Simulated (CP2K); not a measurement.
Consider methylketene at its PBE geometry (Å).

```xyz
8

C    -0.9191   -0.3318   -0.1078
C     0.2895    0.5041    0.2510
C     1.5305    0.1644   -0.0318
O     2.6427   -0.1405   -0.2862
H    -0.6291   -1.2503   -0.6319
H    -1.6047    0.2251   -0.7629
H    -1.4788   -0.6231    0.7930
H     0.1690    1.4521    0.7767
```

Method: CP2K XAS_TDP, all-electron GAPW, PBEh(45%), aug-cc-pVDZ, TDA, no relativity.

Predict the bright core excitations at the O K edge.

Leading lines: O4 528.13 eV. The leading line of an atom is its first one with 35 % of the strongest within 2.5 eV of its lowest line over the strength cut. 

The first six lines of each atom with a strength over 0.0015:

```tsv
atom	energy (eV)	states	strength, one atom
O4 (bonded to C)	528.13	1	0.0419
	532.15	1	0.0258
	532.67	1	0.0018
	534.76	1	0.0069
	535.31	1	0.0042
	535.84	1	0.0023
```

Lines are vertical, at one geometry, with no vibrational structure. Without a correction of the core level, line positions, and the gaps between valence and Rydberg lines, follow the share of exact exchange. At this level such K lines come out 3 to 6 eV under measured ones. These values hold no scalar relativity, about 0.4 eV for O 1s. Rydberg lines, and the discretised continuum above threshold, depend on the basis and the box.

[Banner, clock and machine lines of the logs are left out without a mark of their own.]

[Logs are printed without paths, hosts, clocks, repeated set-up lines and the standing remarks that a program may print on its own settings, such as how far it seeks lower states.]

[Hosts, paths, dates, database ids (printed as entryN), source tags and the programs' standing remarks are cut or masked in the printed files.]
